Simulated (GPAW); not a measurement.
## Dielectric function and optical constants of Sn

Aim: the dielectric function of Sn, and the optical constants that follow from it. The cell comes from an older database entry, whose edges can differ from later determinations, mostly by under a per cent.

Main program and level: GPAW 26.7.0; DFT, PBE, plane-wave PAW (GPAW data sets), scalar-relativistic, RPA, optical limit.

The database entry behind the starting cell differs from later determinations by our own check (about 0.15 % long, nanocrystals), so it need not match the best structure at ambient conditions.

### 1. The structure

It takes space group I4_1/amd (No. 141, tetragonal). The conventional cell has a = 5.839 Å, b = 5.839 Å, c = 3.188 Å, α = 90.00°, β = 90.00°, γ = 90.00°. Nearest to Sn lie 6 Sn at 3.03 to 3.19 Å.

### 2. Ground state

First the ground state: is it a metal or has it a gap?

This step: DFT, PBE, plane-wave PAW (GPAW data sets), scalar-relativistic, ground state (GPAW 26.7.0).

File gs.py:

```python
from ase import Atoms
from ase.dft.bandgap import bandgap
from gpaw import GPAW, PW, FermiDirac

atoms = Atoms(['Sn', 'Sn'],
              cell=[[-2.919644075000, 2.919644075000, 1.593800000000],
                    [2.919644075000, -2.919644075000, 1.593800000000],
                    [2.919644075000, 2.919644075000, -1.593800000000]],
              scaled_positions=[[0.750000000000, 0.250000000000, 0.500000000000],
                                [0.000000000000, 0.000000000000, 0.000000000000]],
              pbc=[True, True, True])
atoms.calc = GPAW(mode=PW(500), xc='PBE', kpts={'size': (8, 8, 8), 'gamma': True},
                  occupations=FermiDirac(0.05), maxiter=150, txt='gs.txt')
print('energy (eV)', atoms.get_potential_energy())
print('Fermi level (eV)', atoms.calc.get_fermi_level())
print('valence electrons', atoms.calc.get_number_of_electrons())
print('gap (eV)', bandgap(atoms.calc, output=None)[0])
print('direct gap (eV)', bandgap(atoms.calc, direct=True, output=None)[0])
atoms.calc.write('gs.gpw')
```

Run with:

```
$ OMP_NUM_THREADS=1 python gs.py
```

Numbers of over 12 decimals in the logs are rounded to 6 here.

Log:

```text
__  _  _
 | _ |_)|_||  |
 |__||  | ||/\| - 26.7.0

Versions:
  Python: 3.12.14
  ASE:    3.29.0
  Numpy:  2.5.5
  Scipy:  1.18.1
  Libxc:  7.0.0

Input parameters:
  mode=PW(ecut=500.0),
  kpts=MonkhorstPack(size=(8, 8, 8), gamma=True),
  maxiter=150,
  occupations=Occupations(name='fermi-dirac', width=0.05, fixmagmom=False),
  xc=XC(name='PBE')

Diagonalizing LCAO Hamiltonian
Converting LCAO to pw mode

         Sn

       Sn

Atoms  # Å, Bohr magnetons
|   | symbol |        x |        y |        z |    initial magnetic moments |
| 0 |     Sn | 0.000000 | 2.919644 | 0.796900 | ( 0.0000,  0.0000,  0.0000) |
| 1 |     Sn | 0.000000 | 0.000000 | 0.000000 | ( 0.0000,  0.0000,  0.0000) |

Unit cell  # Å
| periodic |         x |         y |         z |  lengths |     angles |
|      yes | -2.919644 |  2.919644 |  1.593800 | 4.425928 |  97.450858 |
|      yes |  2.919644 | -2.919644 |  1.593800 | 4.425928 |  97.450858 |
|      yes |  2.919644 |  2.919644 | -1.593800 | 4.425928 | 137.786681 |

Number of symmetries: 8
Symmetry operations  # r_c * U_cc + t_c -> r_c
|   | kind |            matrix            |
| 0 |  σ   |  1, 1, 1,  0, 0,-1,  0,-1, 0 |
| 1 |  E   |  1, 0, 0,  0, 1, 0,  0, 0, 1 |
| 2 |  C2  |  0, 1, 0,  1, 0, 0, -1,-1,-1 |
| 3 |  S4  |  0, 0, 1, -1,-1,-1,  0, 1, 0 |
| 4 |  σ   |  0, 0,-1,  1, 1, 1, -1, 0, 0 |
| 5 |  C2  |  0,-1, 0, -1, 0, 0,  0, 0,-1 |
| 6 |  C2  | -1, 0, 0,  0,-1, 0,  1, 1, 1 |
| 7 |  S4  | -1,-1,-1,  0, 0, 1,  1, 0, 0 |

BZ-sampling:
  Number of BZ points: 512
  Number of IBZ points: 59

  Monkhorst-Pack size: [8, 8, 8]
  Monkhorst-Pack shift: [0.0625, 0.0625, 0.0625]

K-points  # in reciprocal-cell coordinates
|     |                                coordinates |     weight |
|   0 | (  0.00000000,   0.00000000,   0.00000000) | 0.00195312 |
|   1 | (  0.12500000,  -0.12500000,   0.00000000) | 0.00781250 |
|   2 | (  0.12500000,  -0.12500000,   0.12500000) | 0.00781250 |
|   3 | (  0.12500000,   0.00000000,   0.00000000) | 0.01562500 |
|   4 | (  0.12500000,   0.12500000,  -0.12500000) | 0.00390625 |
|   5 | (  0.25000000,  -0.25000000,   0.00000000) | 0.00781250 |
|   6 | (  0.25000000,  -0.25000000,   0.12500000) | 0.01562500 |
|   7 | (  0.25000000,  -0.25000000,   0.25000000) | 0.00781250 |
|   8 | (  0.25000000,  -0.12500000,   0.00000000) | 0.03125000 |
|   9 | (  0.25000000,  -0.12500000,   0.12500000) | 0.01562500 |
| ... |                                            |            |
|  58 | (  0.50000000,   0.50000000,   0.50000000) | 0.00195312 |

Plane wave coefficients: 1398
Cutoff: 500.0 eV

Spin-components: 1 (collinear spins)
Bands:           18
Projectors:      12
Spin-degeneracy: 2
Datatype:        complex128

Parallelization:
  kpt:    1
  domain: 1
  band:   1

Density:
  Valence electrons: 28.0
  Components: 1
  Grid points: [24 24 24]
  Charge: 0.0  # |e|

Potential:
  Grid points: [24 24 24]

species:
  Sn:
    name:    Tin
    id:
    Z:       50.0
    valence: 14
    core:    36
    charge:  0.0  # [|e|]
    compensation charges:
      type: gauss
      rc: 0.38  # [Å]
      lmax: 2
    cutoffs:
      filter: 2.23  # [Å]
      core: 2.35  # [Å]
    projectors
    | kind |    occ | energy [eV] | rcut [Å] |
    |   5s |  2.000 |     -10.538 |    1.201 |
    |   5p |  2.000 |      -3.696 |    1.270 |
    |   4d | 10.000 |     -25.845 |    1.185 |
    |    s |        |      16.674 |    1.201 |
    |    p |        |      23.515 |    1.270 |
    |    d |        |       1.367 |    1.185 |

    Using partial waves for Sn as LCAO basis

Reference energy: -336021.386614  # eV

eigensolver:
  PPCG
  Converge bands: occupied
  niter=2

density mixing:
  MSR1-Mixer
  Pratt-step length: 0.05
  Maximum mixing coefficient: 0.75
  Old densities: 10
  SVD Regularization: 0.005
  Good broyden scale: 1.0
  Trust region scale: 1.0
  Backstep threshold: 4.0
  History deletion threshold: 6.0
  Fourier metric: weight=20.0, sigma=0.015

occupation numbers:
  Fermi-Dirac:
    width: 0.0500  # eV

poisson solver:
  ecut: 4000.0  # eV

xc functional:
  name: PBE with 2 nearest neighbor stencil

convergence criteria:
- Maximum [total energy] change in last 3 cyles: 0.0005 eV / valence electron
- Maximum integral of absolute [dens]ity change: 0.0001 electrons / valence electron
- Maximum integral of absolute [eigenst]ate change: 4e-08 eV^2 / valence electron
maximum number of iterations: 150

SCF iterations
|iter     |      energy | eigst |  dens |
|iter:   1||   -7.990957 | +0.03 |       |
|iter:   2||   -7.993979 | -2.29 | -1.67 |
|iter:   3||   -7.982797c| -2.62 | -1.70 |
|iter:   4||   -7.985588c| -3.43 | -2.11 |
|iter:   5||   -7.986159c| -4.38 | -2.61 |
|iter:   6||   -7.986176c| -5.76 | -3.56 |
|iter:   7||   -7.986177c| -6.81 | -4.12c|
|iter:   8||   -7.986178c| -7.70c| -4.99c|

Converged in 8 steps
SCF loop duration: 27.221 s (3.403 s/step)
Energy contributions relative to reference atoms: (reference = -336021.386614)

Energy contributions:
  Kinetic:          10.384422
  Coulomb:          -9.541361
  Zero:              0.032323
  External:          0.000000
  Xc:               -8.856754
  Entropy:          -0.009614
  Spinorbit:         0.000000
  ----------------------------
  Free energy:      -7.990985
  Extrapolated:     -7.986178

dipole moment: (-16.357578, -3.388223, -5.389502)  # |e|*Ang

Fermi level: 7.074
Eigenvalues  # (at kpt = [0.000, 0.000, 0.000])
| band index |      eig [eV] | occ [0-2] |
|          0 |       -14.548 |     2.000 |
|        ... |               |           |
|          6 |       -14.247 |     2.000 |
|          7 |       -14.247 |     2.000 |
|          8 |       -14.163 |     2.000 |
|          9 |       -14.053 |     2.000 |
|         10 |        -4.009 |     2.000 |
|         11 |         3.509 |     2.000 |
|         12 |         5.122 |     2.000 |
|         13 |         5.122 |     2.000 |
|         14 |        10.083 |     0.000 |
|         15 |        13.331 |     0.000 |
|         16 |        13.331 |     0.000 |
|         17 |        13.895 |     0.000 |

No gap
No difference between direct/indirect transitions

--- standard output ---
energy (eV) -7.986178
Fermi level (eV) 7.074176
valence electrons 28.0
gap (eV) 0.0
direct gap (eV) 0.0
```

It took 30 s on 1 thread of Intel Xeon at 2.70GHz, shared host; peak memory 0.17 GiB.

Numbers from this step:

```
energy       : -7.986 eV
Fermi energy : 7.074 eV
electrons    : 28
```

There are states at the Fermi level within the smearing, so the occupations stay smeared and the carriers get a Drude term.

### 3. Bands for the response

The response needs many more empty bands than the density does.

This step: DFT, PBE, plane-wave PAW (GPAW data sets), scalar-relativistic, bands at fixed density (GPAW 26.7.0).

File nscf.py:

```python
from ase.dft.bandgap import bandgap
from gpaw import GPAW, FermiDirac

calc = GPAW('gs.gpw').fixed_density(kpts={'size': (15, 15, 15), 'gamma': True}, nbands=47, convergence={'bands': 41},
                                    occupations=FermiDirac(0.05), txt='nscf.txt')
print('gap (eV)', bandgap(calc, output=None)[0])
print('direct gap (eV)', bandgap(calc, direct=True, output=None)[0])
print('top band over the Fermi level (eV)', min(calc.get_eigenvalues(kpt=k)[40] for k in range(len(calc.get_ibz_k_points()))) - calc.get_fermi_level())
calc.write('full.gpw', mode='all')
```

Run with:

```
$ OMP_NUM_THREADS=1 python nscf.py
```

Log:

```text
Diagonalizing LCAO Hamiltonian
Converting LCAO to pw mode
convergence criteria:
- Maximum integral of absolute [eigenst]ate change: 4e-08 eV^2 / valence electron
maximum number of iterations: 150

SCF iterations
|iter     |      energy | eigst |  dens |
|iter:   1||             | +3.53 |       |
|iter:   2||             | +2.07 |       |
|iter:   3||             | +1.17 |       |
|iter:   4||             | +0.16 |       |
|iter:   5||             | -0.71 |       |
|iter:   6||             | -1.53 |       |
|iter:   7||             | -2.25 |       |
|iter:   8||             | -3.02 |       |
|iter:   9||             | -3.75 |       |
|iter:  10||             | -4.54 |       |
|iter:  11||             | -5.28 |       |
|iter:  12||             | -6.06 |       |
|iter:  13||             | -6.76 |       |
|iter:  14||             | -7.41c|       |
SCF steps: 14
  __  _  _
 | _ |_)|_||  |
 |__||  | ||/\| - 26.7.0

Versions:
  Python: 3.12.14
  ASE:    3.29.0
  Numpy:  2.5.5
  Scipy:  1.18.1
  Libxc:  7.0.0

Input parameters:
  mode=PW(ecut=500.0),
  convergence={'bands': 41},
  gpts=array([24, 24, 24]),
  kpts=MonkhorstPack(size=(15, 15, 15), gamma=True),
  maxiter=150,
  nbands=47,
  occupations=Occupations(name='fermi-dirac', width=0.05, fixmagmom=False),
  parallel={},
  xc=XC(name='PBE')

--- standard output ---
gap (eV) 0.0
direct gap (eV) 0.0
top band over the Fermi level (eV) 27.042355
```

Elapsed: 10 min, on 1 thread; peak memory 0.53 GiB.

### 4. Dielectric function, RPA

Transitions between filled and empty bands, summed over the zone, give the optical response, so mesh, band count and broadening shape it.

The induced potential is part of this response.

This step: DFT, PBE, plane-wave PAW (GPAW data sets), scalar-relativistic, RPA, optical limit (GPAW 26.7.0).

File df.py:

```python
from gpaw.response.df import DielectricFunction

df = DielectricFunction('full.gpw', frequencies={'type': 'nonlinear', 'domega0': 0.03, 'omega2': 8},
                        ecut=50,
                        eta=0.15,
                        nbands=41,
                        rate=0.05,
                        txt='df.txt')
for direction in ['x', 'z']:
    df.get_dielectric_function(xc='RPA', direction=direction, filename=f'df_{direction}.csv')
```

Run with:

```
$ OMP_NUM_THREADS=1 python df.py
```

Log:

```text
Using integrator: PointIntegrator
NonLinearFrequencyDescriptor(from 0.000 to 53.489 eV, 474 points)
Nonperiodic BCs:  [False False False]
Using integrator: PointIntegrator
NonLinearFrequencyDescriptor(from 0.000 to 53.489 eV, 474 points)
Nonperiodic BCs:  [False False False]
Using integrator: PointIntegrator

Calculating chi0 body with:
    Ground state adapter containing:
    Number of spins: 1
    Number of kpoints: 3375
    Number of irreducible kpoints: 288
    Number of completely occupied states: 12
    Number of partially occupied states: 16

    Linear response parametrization:
    q_c: [0.0, 0.0, 0.0]
    Number of frequency points: 474
    Planewave cutoff: 50.0
    Number of bands: 41
    Number of planewaves: 45
    Broadening (eta): 0.15

Integrating chi0 body.

Symmetries of q_c:
    Direct symmetries (Uq -> q): 8
    Indirect symmetries (TUq -> q): 8
In total 16 allowed symmetries.

288 groups of equivalent kpoints. 91.466667% reduction.

Integral kind: spectral function

Calculating chi0 optical extensions with:
    Ground state adapter containing:
    Number of spins: 1
    Number of kpoints: 3375
    Number of irreducible kpoints: 288
    Number of completely occupied states: 12
    Number of partially occupied states: 16

    Linear response parametrization:
    Number of frequency points: 474
    Planewave cutoff: 50.0
    Number of bands: 41
    Number of planewaves: 45
    Broadening (eta): 0.15
Integrating chi0 head and wings.

Symmetries of q_c:
    Direct symmetries (Uq -> q): 8
    Indirect symmetries (TUq -> q): 8
In total 16 allowed symmetries.

288 groups of equivalent kpoints. 91.466667% reduction.

Integral kind: spectral function wings

Calculating drude chi0 with:
    Number of frequency points:474
    Plasma frequency decay rate: 0.05 eV

    Ground state adapter containing:
    Number of spins: 1
    Number of kpoints: 3375
    Number of irreducible kpoints: 288
    Number of completely occupied states: 12
    Number of partially occupied states: 16

Symmetries of q_c:
    Direct symmetries (Uq -> q): 8
    Indirect symmetries (TUq -> q): 8
In total 16 allowed symmetries.

288 groups of equivalent kpoints. 91.466667% reduction.

Integral kind: intraband
Plasma frequency:
[[ 8.41-0.j  0.  +0.j  0.  +0.j]
 [ 0.  +0.j  8.41-0.j  0.  +0.j]
 [ 0.  +0.j  0.  +0.j 10.16-0.j]]
```

The job ended after 2.1 min (1 thread; peak memory 0.27 GiB).

The Im ε has structure finer than the step of the table below, so its rows give means over 0.5 eV, whole bins alone (the curve runs from 0.305 to 14.0 eV). Peaks (eV: height): E ∥ x 1.08: 69.3.

Sum at mesh points, not converged in k. Table of Im ε by photon energy; means over each step:

| photon energy (eV) | E ∥ x | E ∥ z |
| --- | --- | --- |
| 1.0 | 61.7 | 64.1 |
| 1.5 | 39.5 | 45.4 |
| 2.0 | 17.9 | 28.3 |
| 2.5 | 8.97 | 14.8 |
| 3.0 | 5.50 | 11.6 |
| 3.5 | 6.49 | 10.6 |
| 4.0 | 5.30 | 6.29 |
| 4.5 | 4.75 | 4.22 |
| 5.0 | 3.95 | 3.01 |
| 5.5 | 2.94 | 2.30 |
| 6.0 | 2.11 | 1.45 |
| 6.5 | 1.43 | 1.19 |
| 7.0 | 1.20 | 0.987 |
| 7.5 | 0.897 | 0.717 |
| 8.0 | 0.753 | 0.618 |
| 8.5 | 0.684 | 0.548 |
| 9.0 | 0.576 | 0.507 |
| 9.5 | 0.521 | 0.454 |
| 10.0 | 0.456 | 0.386 |
| 10.5 | 0.391 | 0.350 |
| 11.0 | 0.345 | 0.348 |
| 11.5 | 0.261 | 0.326 |
| 12.0 | 0.265 | 0.283 |
| 12.5 | 0.210 | 0.260 |
| 13.0 | 0.211 | 0.233 |
| 13.5 | 0.163 | 0.206 |

Values under 1 per cm are given as 1; sum at mesh points, not converged in k. Absorption coefficient against photon energy:

| photon energy (eV) | E ∥ x (1/cm) | E ∥ z (1/cm) |
| --- | --- | --- |
| 0.492 | 7.8e5 | 9.5e5 |
| 1.010 | 7.9e5 | 9.2e5 |
| 1.486 | 1.0e6 | 1.2e6 |
| 1.985 | 1.2e6 | 1.3e6 |
| 2.508 | 1.1e6 | 1.3e6 |
| 3.018 | 1.1e6 | 1.3e6 |
| 3.510 | 1.1e6 | 1.5e6 |
| 3.980 | 1.2e6 | 1.5e6 |
| 4.516 | 1.2e6 | 1.5e6 |
| 4.981 | 1.2e6 | 1.5e6 |
| 5.515 | 1.3e6 | 1.5e6 |
| 6.021 | 1.3e6 | 1.5e6 |
| 6.494 | 1.3e6 | 1.4e6 |
| 6.985 | 1.3e6 | 1.4e6 |
| 7.496 | 1.2e6 | 1.4e6 |
| 8.026 | 1.2e6 | 1.3e6 |
| 8.516 | 1.1e6 | 1.3e6 |
| 9.023 | 1.1e6 | 1.3e6 |
| 9.483 | 1.0e6 | 1.2e6 |
| 10.026 | 1.0e6 | 1.2e6 |
| 10.519 | 9.3e5 | 1.1e6 |
| 11.029 | 9.2e5 | 1.1e6 |
| 11.479 | 8.2e5 | 1.0e6 |
| 12.023 | 7.6e5 | 9.9e5 |
| 12.504 | 6.5e5 | 9.4e5 |
| 13.000 | 5.7e5 | 8.7e5 |
| 13.512 | 4.5e5 | 8.0e5 |

The Im ε, E ∥ x has structure finer than the step of the table below, so its rows give means over 0.5 eV, whole bins alone (the curve runs from 0.305 to 14.0 eV). Peaks (eV: height): without local fields 1.08: 71.1; with local fields 1.08: 69.3.

Sum at mesh points, not converged in k. Table of Im ε, E ∥ x by photon energy; means over each step:

| photon energy (eV) | without local fields | with local fields |
| --- | --- | --- |
| 1.0 | 63.2 | 61.7 |
| 1.5 | 40.2 | 39.5 |
| 2.0 | 17.8 | 17.9 |
| 2.5 | 8.84 | 8.97 |
| 3.0 | 5.61 | 5.50 |
| 3.5 | 7.04 | 6.49 |
| 4.0 | 5.85 | 5.30 |
| 4.5 | 5.33 | 4.75 |
| 5.0 | 4.36 | 3.95 |
| 5.5 | 3.14 | 2.94 |
| 6.0 | 2.22 | 2.11 |
| 6.5 | 1.52 | 1.43 |
| 7.0 | 1.26 | 1.20 |
| 7.5 | 0.969 | 0.897 |
| 8.0 | 0.822 | 0.753 |
| 8.5 | 0.772 | 0.684 |
| 9.0 | 0.638 | 0.576 |
| 9.5 | 0.595 | 0.521 |
| 10.0 | 0.484 | 0.456 |
| 10.5 | 0.438 | 0.391 |
| 11.0 | 0.338 | 0.345 |
| 11.5 | 0.283 | 0.261 |
| 12.0 | 0.264 | 0.265 |
| 12.5 | 0.213 | 0.210 |
| 13.0 | 0.210 | 0.211 |
| 13.5 | 0.160 | 0.163 |

Sum at mesh points, not converged in k. Reflectivity at normal incidence against photon energy; read off at these points:

| photon energy (eV) | E ∥ x (%) | E ∥ z (%) |
| --- | --- | --- |
| 0.50 | 95.6 | 97.0 |
| 1.00 | 80.3 | 85.4 |
| 1.50 | 80.4 | 83.9 |
| 2.00 | 85.5 | 82.5 |
| 2.10 | 85.7 | 83.5 |
| 2.50 | 83.0 | 83.4 |
| 3.00 | 80.1 | 77.3 |
| 3.50 | 67.3 | 77.5 |
| 4.00 | 69.5 | 80.4 |
| 4.50 | 64.8 | 82.1 |
| 5.00 | 66.3 | 82.1 |
| 5.50 | 69.9 | 81.7 |
| 6.00 | 70.0 | 84.5 |
| 6.12 | 71.3 | 85.0 |
| 6.50 | 74.5 | 82.6 |
| 7.00 | 72.7 | 82.1 |
| 7.15 | 75.1 | 83.5 |
| 7.50 | 72.1 | 83.2 |
| 8.00 | 71.5 | 81.9 |
| 8.50 | 66.4 | 79.5 |
| 9.00 | 68.9 | 77.7 |
| 9.50 | 63.4 | 76.2 |
| 10.00 | 64.0 | 75.8 |
| 10.50 | 60.2 | 73.1 |
| 11.00 | 61.6 | 68.9 |
| 11.25 | 63.9 | 67.7 |
| 11.50 | 61.1 | 67.1 |
| 12.00 | 53.2 | 66.9 |
| 12.50 | 54.0 | 63.6 |
| 13.00 | 42.2 | 60.9 |
| 13.50 | 42.4 | 59.0 |

Sum at mesh points, not converged in k. The loss function −Im 1/ε at q → 0 by energy loss; read off at these points:

| energy loss (eV) | E ∥ x | E ∥ z |
| --- | --- | --- |
| 0.50 | 0.00144 | 8.0e-4 |
| 1.00 | 0.0110 | 0.00749 |
| 1.50 | 0.0137 | 0.0101 |
| 2.00 | 0.0129 | 0.0135 |
| 2.50 | 0.0205 | 0.0166 |
| 3.00 | 0.0324 | 0.0282 |
| 3.50 | 0.0614 | 0.0287 |
| 4.00 | 0.0626 | 0.0300 |
| 4.50 | 0.0822 | 0.0309 |
| 5.00 | 0.0858 | 0.0358 |
| 5.50 | 0.0808 | 0.0408 |
| 6.00 | 0.0945 | 0.0394 |
| 6.50 | 0.0927 | 0.0516 |
| 7.00 | 0.111 | 0.0598 |
| 7.50 | 0.139 | 0.0649 |
| 8.00 | 0.163 | 0.0804 |
| 8.50 | 0.238 | 0.107 |
| 9.00 | 0.247 | 0.135 |
| 9.50 | 0.367 | 0.166 |
| 10.00 | 0.396 | 0.196 |
| 10.50 | 0.592 | 0.269 |
| 11.00 | 0.635 | 0.374 |
| 11.50 | 0.940 | 0.465 |
| 12.00 | 1.44 | 0.565 |
| 12.50 | 2.15 | 0.777 |
| 13.00 | 3.48 | 1.08 |
| 13.50 | 5.74 | 1.50 |
| 13.69 | 6.50 | 1.77 |

Optical constants at common wavelengths, from n + ik = √ε:

| wavelength (nm) | n x | k x | R (%) x | 1/α x | n z | k z | R (%) z | 1/α z |
| --- | --- | --- | --- | --- | --- | --- | --- | --- |
| 1550 | 3.31 | 8.781 | 86.2 | 14 nm | 2.91 | 10.853 | 91.2 | 11 nm |
| 1064 | 3.83 | 8.117 | 82.8 | 10 nm | 3.51 | 8.657 | 85.3 | 9.8 nm |
| 800 | 2.98 | 6.762 | 80.6 | 9.4 nm | 2.82 | 7.402 | 83.7 | 8.6 nm |
| 532 | 1.06 | 4.840 | 84.7 | 8.7 nm | 1.52 | 5.673 | 84.3 | 7.5 nm |
| 450 | 0.76 | 4.063 | 84.5 | 8.8 nm | 1.22 | 4.661 | 81.7 | 7.7 nm |
| 308 | 0.90 | 2.875 | 69.6 | 8.5 nm | 0.83 | 3.669 | 80.2 | 6.7 nm |
| 193 | 0.36 | 1.972 | 74.6 | 7.8 nm | 0.29 | 2.211 | 82.4 | 6.9 nm |

A polished face would reflect 84 % of daylight and look near white (CIE x = 0.314, y = 0.332 under D65).

### 5. What came out

In words: At this level (PBE, RPA) Sn is a metal. The mesh is too coarse to trust the carriers' weight, the reflectivity or the colour to better than tens of per cent. A polished face would reflect 84 % of daylight and look near white (CIE x = 0.314, y = 0.332 under D65). The carriers' damping of 0.05 eV is typed, not computed; it shapes the response at the lowest energies. Spin-orbit coupling is left out although heavy atoms are present. GPAW's carrier term has the form −ωp²/(ω + i·rate)², which damps like twice the rate and fails at low energy, so the curves leave the lowest energies out. The sum runs over mesh points 0.15 Å⁻¹ apart with no interpolation, so peaks are partly noise of the mesh, and the Drude plasma energy, a sum over the Fermi surface, isn't converged.

[Machine, clock and banner lines and Python warnings are left out of the logs.]

[Logs are printed without paths, hosts, clocks, repeated set-up lines and the standing remarks that a program may print on its own settings, such as how far it seeks lower states.]

[Hosts, paths, dates, database ids (printed as entryN), source tags and the programs' standing remarks are cut or masked in the printed files.]
